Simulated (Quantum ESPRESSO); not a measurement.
# Grüneisen parameters and expansion of ZnS (F-43m), part 5 of 9

Which modes of ZnS drive its thermal expansion?

Experimental results on record:
- bulk modulus 71.4 GPa near room temperature (given in “High-Throughput Prediction of Finite-Temperature Properties using the Quasi-Harmonic Approximation”, 2016, arXiv:1603.06924)

Quantum ESPRESSO 7.5; DFT PBE, scalar-relativistic, plane waves, GBRV ultrasoft pseudopotentials.

So far. Step 4 (Self-consistent run): On a basis chosen for the relaxed cell the pressure is -0.033 GPa, small enough for phonons. Step 5 (Born charges and dielectric tensor): The Born charges sum to zero within 0.0038 e; the rest is removed before use. Acoustic frequencies in this log differ from zero by the error of the sum rule, which ph.x does not impose.

The database entry behind the starting cell differs from later determinations by our own check (about 0.1 % short), so it need not match the best structure at ambient conditions.

## Step 6: Forces on a displaced cell

One atom (for the harmonic constants) or a pair of atoms (for the cubic ones) is moved by a few hundredths of an ångström; the forces on all atoms give a column of force constants. The threshold is tight because the forces are small.

System of this step: ZnS. Symmetry: Cm, No. 8, monoclinic system. The conventional cell has a = 13.323 Å, b = 7.692 Å, c = 7.692 Å, α = 90.00°, β = 125.26°, γ = 90.00°. Zn has 4 S at 2.34 to 2.36 Å nearest. Nearest to Zn lie 4 S at 2.36 to 2.37 Å. Nearest to Zn lie 4 S at 2.36 Å. Zn has 4 S at 2.36 Å nearest. Nearest to Zn lie 4 S at 2.36 Å. Farther neighbours and most contacts between anions are not listed.

disp-00002.in

```
&CONTROL
  calculation = 'scf'
  prefix      = 'x'
  outdir      = './tmp'
  pseudo_dir  = './pseudo'
  tprnfor     = .true.
  disk_io     = 'none'
/
&SYSTEM
  ibrav       = 0
  nat         = 16
  ntyp        = 2
  ecutwfc     = 45.0
  ecutrho     = 270.0
  occupations = 'fixed'
  nbnd        = 106
/
&ELECTRONS
  conv_thr         = 1.0d-11
  mixing_beta      = 0.7
  electron_maxstep = 100
/
ATOMIC_SPECIES
 Zn     65.3800  Zn.upf
 S      32.0600  S.upf
CELL_PARAMETERS angstrom
     0.000000000    5.439174492    5.439174492
     5.439174492    0.000000000    5.439174492
     5.439174492    5.439174492    0.000000000
ATOMIC_POSITIONS crystal
 Zn     0.125000000   0.125000000   0.125000000
 Zn     0.625000000   0.125000000   0.125000000
 Zn     0.125000000   0.625000000   0.125000000
 Zn     0.625000000   0.625000000   0.125000000
 Zn     0.125000000   0.125000000   0.625000000
 Zn     0.625000000   0.125000000   0.625000000
 Zn     0.125000000   0.625000000   0.625000000
 Zn     0.625000000   0.625000000   0.625000000
 S      0.002600052   0.000000000   0.000000000
 S      0.500000000   0.000000000   0.000000000
 S      0.000000000   0.500000000   0.000000000
 S      0.500000000   0.500000000   0.000000000
 S      0.000000000   0.000000000   0.500000000
 S      0.500000000   0.000000000   0.500000000
 S      0.000000000   0.500000000   0.500000000
 S      0.500000000   0.500000000   0.500000000
K_POINTS automatic
 3 3 3 0 0 0
```

Command:

```bash
OMP_NUM_THREADS=1 mpirun -n 4 pw.x -nk 4 -in disp-00002.in > disp-00002.out
```

Output:

```text
[banner, memory and clock lines left out]
Program PWSCF v.7.5

     Message from routine setup:
     using ibrav=0 with symmetry is DISCOURAGED, use correct ibrav instead

     G-vector sticks info

     bravais-lattice index     =            0
     lattice parameter (alat)  =      14.5361  a.u.
     unit-cell volume          =    2171.8287 (a.u.)^3
     number of atoms/cell      =           16
     number of atomic types    =            2
     number of electrons       =       208.00
     number of Kohn-Sham states=          106
     kinetic-energy cutoff     =      45.0000  Ry
     charge density cutoff     =     270.0000  Ry
     scf convergence threshold =      1.0E-11
     mixing beta               =       0.7000
     number of iterations used =            8  plain     mixing
     Exchange-correlation=  SLA  PW   PBX  PBC
                           (   1   4   3   4   0   0   0)

     celldm(1)=  14.536065  celldm(2)=   0.000000  celldm(3)=   0.000000
     celldm(4)=   0.000000  celldm(5)=   0.000000  celldm(6)=   0.000000

     crystal axes: (cart. coord. in units of alat)
               a(1) = (   0.000000   0.707107   0.707107 )
               a(2) = (   0.707107   0.000000   0.707107 )
               a(3) = (   0.707107   0.707107   0.000000 )

     reciprocal axes: (cart. coord. in units 2 pi/alat)
               b(1) = ( -0.707107  0.707107  0.707107 )
               b(2) = (  0.707107 -0.707107  0.707107 )
               b(3) = (  0.707107  0.707107 -0.707107 )

     PseudoPot. # 1 for Zn read from file:
     ./pseudo/Zn.upf
     Pseudo is Ultrasoft, Zval = 20.0
     Using radial grid of  943 points,  6 beta functions with:
                l(1) =   0
                l(2) =   0
                l(3) =   1
                l(4) =   1
                l(5) =   2
                l(6) =   2
     Q(r) pseudized with  8 coefficients,  rinner =    1.100   1.100   1.100
                                                       1.100   1.100

     PseudoPot. # 2 for S  read from file:
     ./pseudo/S.upf
     Pseudo is Ultrasoft + core correction, Zval =  6.0
     Using radial grid of  907 points,  6 beta functions with:
                l(1) =   0
                l(2) =   0
                l(3) =   1
                l(4) =   1
                l(5) =   2
                l(6) =   2
     Q(r) pseudized with  8 coefficients,  rinner =    1.300   1.300   1.300
                                                       1.300   1.300

     atomic species   valence    mass     pseudopotential
     Zn               20.00    65.38000     Zn( 1.00)
     S                 6.00    32.06000     S ( 1.00)

      2 Sym. Ops. (no inversion) found

   Cartesian axes

     site n.     atom                  positions (alat units)
         1        Zn     tau(   1) = (   0.1767767   0.1767767   0.1767767  )
         2        Zn     tau(   2) = (   0.1767767   0.5303301   0.5303301  )
         3        Zn     tau(   3) = (   0.5303301   0.1767767   0.5303301  )
         4        Zn     tau(   4) = (   0.5303301   0.5303301   0.8838835  )
         5        Zn     tau(   5) = (   0.5303301   0.5303301   0.1767767  )
         6        Zn     tau(   6) = (   0.5303301   0.8838835   0.5303301  )
         7        Zn     tau(   7) = (   0.8838835   0.5303301   0.5303301  )
         8        Zn     tau(   8) = (   0.8838835   0.8838835   0.8838835  )
         9        S      tau(   9) = (   0.0000000   0.0018385   0.0018385  )
        10        S      tau(  10) = (   0.0000000   0.3535534   0.3535534  )
        11        S      tau(  11) = (   0.3535534   0.0000000   0.3535534  )
        12        S      tau(  12) = (   0.3535534   0.3535534   0.7071068  )
        13        S      tau(  13) = (   0.3535534   0.3535534   0.0000000  )
        14        S      tau(  14) = (   0.3535534   0.7071068   0.3535534  )
        15        S      tau(  15) = (   0.7071068   0.3535534   0.3535534  )
        16        S      tau(  16) = (   0.7071068   0.7071068   0.7071068  )

     number of k points=    10
                       cart. coord. in units 2pi/alat
        k(    1) = (   0.0000000   0.0000000   0.0000000), wk =   0.0740741
        k(    2) = (   0.2357023   0.2357023  -0.2357023), wk =   0.2962963
        k(    3) = (   0.4714045   0.0000000  -0.0000000), wk =   0.1481481
        k(    4) = (  -0.0000000  -0.4714045   0.4714045), wk =   0.1481481
        k(    5) = (  -0.2357023   0.2357023   0.2357023), wk =   0.1481481
        k(    6) = (   0.2357023   0.2357023   0.2357023), wk =   0.1481481
        k(    7) = (  -0.0000000   0.4714045   0.0000000), wk =   0.2962963
        k(    8) = (  -0.0000000  -0.4714045  -0.4714045), wk =   0.1481481
        k(    9) = (  -0.4714045  -0.0000000  -0.4714045), wk =   0.2962963
        k(   10) = (   0.4714045   0.0000000  -0.4714045), wk =   0.2962963

     Dense  grid:   162321 G-vectors     FFT dimensions: (  80,  80,  80)

     Smooth grid:    88275 G-vectors     FFT dimensions: (  64,  64,  64)

     Initial potential from superposition of free atoms

     starting charge     207.9986, renormalised to     208.0000
     Starting wfcs are  136 randomized atomic wfcs

     per-process dynamical memory:   206.9 Mb

     Self-consistent Calculation

     iteration #  1     ecut=    45.00 Ry     beta= 0.70
     Davidson diagonalization with overlap
     ethr =  1.00E-02,  avg # of iterations =  2.0

     Threshold (ethr) on eigenvalues was too large:
     Diagonalizing with lowered threshold

     Davidson diagonalization with overlap
     ethr =  4.05E-04,  avg # of iterations =  2.0

     total energy              =   -3885.80775221 Ry
     estimated scf accuracy    <       0.85125887 Ry

     iteration #  2     ecut=    45.00 Ry     beta= 0.70
     Davidson diagonalization with overlap
     ethr =  4.09E-04,  avg # of iterations =  3.0

     total energy              =   -3886.03046176 Ry
     estimated scf accuracy    <       0.63250346 Ry

     iteration #  3     ecut=    45.00 Ry     beta= 0.70
     Davidson diagonalization with overlap
     ethr =  3.04E-04,  avg # of iterations =  2.0

     total energy              =   -3886.16058072 Ry
     estimated scf accuracy    <       0.02098759 Ry

     iteration #  4     ecut=    45.00 Ry     beta= 0.70
     Davidson diagonalization with overlap
     ethr =  1.01E-05,  avg # of iterations =  4.2

     total energy              =   -3886.16652314 Ry
     estimated scf accuracy    <       0.00152058 Ry

     iteration #  5     ecut=    45.00 Ry     beta= 0.70
     Davidson diagonalization with overlap
     ethr =  7.31E-07,  avg # of iterations =  5.2

     total energy              =   -3886.16661600 Ry
     estimated scf accuracy    <       0.00012350 Ry

     iteration #  6     ecut=    45.00 Ry     beta= 0.70
     Davidson diagonalization with overlap
     ethr =  5.94E-08,  avg # of iterations =  2.9

     total energy              =   -3886.16663721 Ry
     estimated scf accuracy    <       0.00001578 Ry

     iteration #  7     ecut=    45.00 Ry     beta= 0.70
     Davidson diagonalization with overlap
     ethr =  7.59E-09,  avg # of iterations =  3.9

     total energy              =   -3886.16664116 Ry
     estimated scf accuracy    <       0.00000233 Ry

     iteration #  8     ecut=    45.00 Ry     beta= 0.70
     Davidson diagonalization with overlap
     ethr =  1.12E-09,  avg # of iterations =  3.2

     total energy              =   -3886.16664224 Ry
     estimated scf accuracy    <       0.00000066 Ry

     iteration #  9     ecut=    45.00 Ry     beta= 0.70
     Davidson diagonalization with overlap
     ethr =  3.17E-10,  avg # of iterations =  2.4

     total energy              =   -3886.16664221 Ry
     estimated scf accuracy    <       0.00000028 Ry

     iteration # 10     ecut=    45.00 Ry     beta= 0.70
     Davidson diagonalization with overlap
     ethr =  1.35E-10,  avg # of iterations =  2.2

     total energy              =   -3886.16664222 Ry
     estimated scf accuracy    <       0.00000005 Ry

     iteration # 11     ecut=    45.00 Ry     beta= 0.70
     Davidson diagonalization with overlap
     ethr =  2.33E-11,  avg # of iterations =  4.0

     total energy              =   -3886.16664224 Ry
     estimated scf accuracy    <          8.2E-10 Ry

     iteration # 12     ecut=    45.00 Ry     beta= 0.70
     Davidson diagonalization with overlap
     ethr =  3.93E-13,  avg # of iterations =  5.7

     total energy              =   -3886.16664224 Ry
     estimated scf accuracy    <          1.7E-10 Ry

     iteration # 13     ecut=    45.00 Ry     beta= 0.70
     Davidson diagonalization with overlap
     ethr =  1.00E-13,  avg # of iterations =  3.0

     total energy              =   -3886.16664224 Ry
     estimated scf accuracy    <          8.9E-11 Ry

     iteration # 14     ecut=    45.00 Ry     beta= 0.70
     Davidson diagonalization with overlap
     ethr =  1.00E-13,  avg # of iterations =  2.0

     End of self-consistent calculation

          k = 0.0000 0.0000 0.0000 ( 11017 PWs)   bands (ev):

  -118.3532-118.3509-118.3505-118.3505-118.3505-118.3504-118.3501-118.3482
   -72.5229 -72.5225 -72.5222 -72.5203 -72.5203 -72.5203 -72.5202 -72.5202
   -72.5199 -72.5199 -72.5198 -72.5198 -72.5198 -72.5198 -72.5198 -72.5197
   -72.5194 -72.5194 -72.5194 -72.5193 -72.5193 -72.5179 -72.5176 -72.5173
    -6.5287  -5.6352  -5.6339  -5.6339  -5.6328  -5.3333  -5.3332  -5.3332
     0.2100   0.2112   0.2123   0.2196   0.2214   0.2232   0.3277   0.3301
     0.3319   0.3321   0.3325   0.3326   0.3345   0.3367   0.5451   0.5493
     0.5498   0.5499   0.5504   0.5545   0.6985   0.6985   0.7259   0.7261
     0.7269   0.7273   0.7274   0.7279   0.7284   0.7286   0.7696   0.7701
     0.7707   0.8929   0.8939   0.8940   0.8950   0.9071   0.9072   0.9072
     1.3094   1.3154   1.3156   1.3218   1.9918   1.9991   2.0063   4.3283
     4.3299   4.3300   4.3300   4.3302   4.3321   5.6349   5.6374   5.6426
     5.6427   5.6430   5.6430   5.6484   5.6510   6.4810   6.4832   6.4854
     8.5028   9.7407

          k = 0.2357 0.2357-0.2357 ( 11072 PWs)   bands (ev):

  -118.3532-118.3509-118.3505-118.3505-118.3505-118.3505-118.3501-118.3482
   -72.5229 -72.5225 -72.5223 -72.5204 -72.5203 -72.5203 -72.5203 -72.5203
   -72.5199 -72.5199 -72.5199 -72.5198 -72.5198 -72.5198 -72.5198 -72.5198
   -72.5195 -72.5195 -72.5194 -72.5194 -72.5193 -72.5179 -72.5176 -72.5173
    -6.3326  -5.8894  -5.5687  -5.5668  -5.5651  -5.4189  -5.4171  -5.4155
[...]
9.6199   9.8662

          k = 0.4714 0.0000-0.0000 ( 11078 PWs)   bands (ev):

  -118.3532-118.3509-118.3505-118.3505-118.3505-118.3505-118.3501-118.3482
[...]
10.2105  10.4435

          k =-0.0000-0.4714 0.4714 ( 11082 PWs)   bands (ev):

  -118.3532-118.3509-118.3505-118.3505-118.3505-118.3505-118.3501-118.3482
[...]
10.6402  10.7838

          k =-0.2357 0.2357 0.2357 ( 11072 PWs)   bands (ev):

  -118.3532-118.3509-118.3505-118.3505-118.3505-118.3505-118.3501-118.3482
[...]
9.6189   9.8636

          k = 0.2357 0.2357 0.2357 ( 11072 PWs)   bands (ev):

  -118.3532-118.3509-118.3505-118.3505-118.3505-118.3505-118.3501-118.3482
[...]
9.6209   9.8691

          k =-0.0000 0.4714 0.0000 ( 11078 PWs)   bands (ev):

  -118.3532-118.3509-118.3505-118.3505-118.3505-118.3505-118.3501-118.3482
[...]
10.2105  10.8593

          k =-0.0000-0.4714-0.4714 ( 11082 PWs)   bands (ev):

  -118.3532-118.3509-118.3505-118.3505-118.3505-118.3505-118.3501-118.3482
[...]
10.6402  10.7840

          k =-0.4714-0.0000-0.4714 ( 11082 PWs)   bands (ev):

  -118.3532-118.3509-118.3505-118.3505-118.3505-118.3505-118.3501-118.3482
[...]
10.6408  10.7842

          k = 0.4714 0.0000-0.4714 ( 11082 PWs)   bands (ev):

  -118.3532-118.3509-118.3505-118.3505-118.3505-118.3505-118.3501-118.3482
[...]
0.2397   0.2413   0.2725   0.2960   0.3145   0.3174   0.3188   0.3311
     0.3514   0.3538   0.3544   0.3558   0.3712   0.3746   0.3944   0.3977
     0.4331   0.4354   0.4528   0.5096   0.5113   0.6439   0.6499   0.6504
     0.6792   0.6808   0.6816   0.6897   0.6907   0.7129   0.7208   0.7214
     0.7223   0.7314   0.7327   0.7704   0.7730   0.9701   0.9980   0.9992
     1.8892   1.8971   1.9910   2.5544   2.5619   3.3042   3.3095   3.4273
     3.7544   3.7575   3.7726   4.1136   4.1229   4.6603   4.6636   5.0015
     5.0188   5.0250   5.1208   5.2987   5.3032   5.3655   5.3735   6.1128
    10.6398  10.7814

     highest occupied, lowest unoccupied level (ev):     6.4854    8.5028

!    total energy              =   -3886.16664224 Ry
     estimated scf accuracy    <          5.1E-12 Ry

     The total energy is the sum of the following terms:
     one-electron contribution =   -3657.05625015 Ry
     hartree contribution      =    1882.03547630 Ry
     xc contribution           =    -405.48880326 Ry
     ewald contribution        =   -1705.65706513 Ry

     convergence has been achieved in  14 iterations

     Forces acting on atoms (cartesian axes, Ry/au):

     atom    1 type  1   force =     0.00138427    0.00146654    0.00146654
     atom    2 type  1   force =    -0.00123229    0.00134676    0.00134676
     atom    3 type  1   force =     0.00001042    0.00009372    0.00010504
     atom    4 type  1   force =     0.00000113   -0.00001988   -0.00001824
     atom    5 type  1   force =     0.00001042    0.00010504    0.00009372
     atom    6 type  1   force =     0.00000113   -0.00001824   -0.00001988
     atom    7 type  1   force =    -0.00002230    0.00000291    0.00000291
     atom    8 type  1   force =     0.00002142    0.00000243    0.00000243
     atom    9 type  2   force =    -0.00017520   -0.00473300   -0.00473300
     atom   10 type  2   force =    -0.00000068    0.00087072    0.00087072
     atom   11 type  2   force =     0.00046093    0.00005742    0.00041017
     atom   12 type  2   force =    -0.00046073    0.00040922    0.00005670
     atom   13 type  2   force =     0.00046093    0.00041017    0.00005742
     atom   14 type  2   force =    -0.00046073    0.00005670    0.00040922
     atom   15 type  2   force =     0.00000123   -0.00005113   -0.00005113
     atom   16 type  2   force =     0.00000007    0.00000061    0.00000061

     Total force =     0.007700     Total SCF correction =     0.000008
     Message from routine punch:
     Nothing written, as per user request (disk_io='none')
```

The job ended after 3.3 min (4 MPI ranks of Arm Neoverse V1, shared host; 13 min of CPU time).

This step gave:

- gap on the k-mesh: 2.017 eV

Force by atom:

```
atom  x (eV/Å)  y (eV/Å)  z (eV/Å)   size
 Zn1     0.036     0.038     0.038  0.064
 Zn2    -0.032     0.035     0.035  0.058
 Zn3     0.000     0.002     0.003  0.004
 Zn4     0.000    -0.001     0.000  0.001
 Zn5     0.000     0.003     0.002  0.004
 Zn6     0.000     0.000    -0.001  0.001
 Zn7    -0.001     0.000     0.000  0.001
 Zn8     0.001     0.000     0.000  0.001
  S9    -0.004    -0.122    -0.122  0.172
 S10     0.000     0.022     0.022  0.032
 S11     0.012     0.001     0.011  0.016
 S12    -0.012     0.011     0.001  0.016
 S13     0.012     0.011     0.001  0.016
 S14    -0.012     0.001     0.011  0.016
 S15     0.000    -0.001    -0.001  0.002
 S16     0.000     0.000     0.000  0.000
```

At this level the gap is 2.02 eV on the k-mesh of the self-consistent run, which can miss the band edges.

## Step 7: A displaced supercell

One atom (for the harmonic constants) or a pair of atoms (for the cubic ones) is moved by a few hundredths of an ångström; the forces on all atoms give a column of force constants. The threshold is tight because the forces are small.

disp-00001.in, as its differences from disp-00002.in of step 6:

```diff
@@ -30,3 +30,3 @@
 ATOMIC_POSITIONS crystal
- Zn     0.125000000   0.125000000   0.125000000
+ Zn     0.127600052   0.125000000   0.125000000
  Zn     0.625000000   0.125000000   0.125000000
@@ -38,3 +38,3 @@
  Zn     0.625000000   0.625000000   0.625000000
- S      0.002600052   0.000000000   0.000000000
+ S      0.000000000   0.000000000   0.000000000
  S      0.500000000   0.000000000   0.000000000
```

Command:

```bash
OMP_NUM_THREADS=1 mpirun -n 4 pw.x -nk 4 -in disp-00001.in > disp-00001.out
```

Output:

```text
[banner, memory and clock lines left out]
Program PWSCF v.7.5

     Message from routine setup:
     using ibrav=0 with symmetry is DISCOURAGED, use correct ibrav instead

     G-vector sticks info

     bravais-lattice index     =            0
     lattice parameter (alat)  =      14.5361  a.u.
     unit-cell volume          =    2171.8287 (a.u.)^3
     number of atoms/cell      =           16
     number of atomic types    =            2
     number of electrons       =       208.00
[...]
atom    1 type  1   force =     0.00016901   -0.00354296   -0.00354296
     atom    2 type  1   force =    -0.00000472    0.00067297    0.00067297
     atom    3 type  1   force =     0.00035133   -0.00039896    0.00032143
[...]
atom   15 type  2   force =    -0.00002240    0.00000272    0.00000272
     atom   16 type  2   force =     0.00002296    0.00000257    0.00000257

     Total force =     0.006245     Total SCF correction =     0.000003
     Message from routine punch:
     Nothing written, as per user request (disk_io='none')
[key lines of the parts left out:]
!    total energy              =   -3886.16667403 Ry
convergence has been achieved in  15 iterations
```

It took 3.5 min on 4 MPI ranks; 14 min of CPU time.

[end of part 5 of 9]

[Logs are printed without paths, hosts, clocks, repeated set-up lines and the standing remarks that a program may print on its own settings, such as how far it seeks lower states.]

[Hosts, paths, dates, database ids (printed as entryN), source tags and the programs' standing remarks are cut or masked in the printed files.]

[A step with changed settings may run another functional than the one named; its input shows which.]

[Of the runs on displaced cells, only some may be shown.]
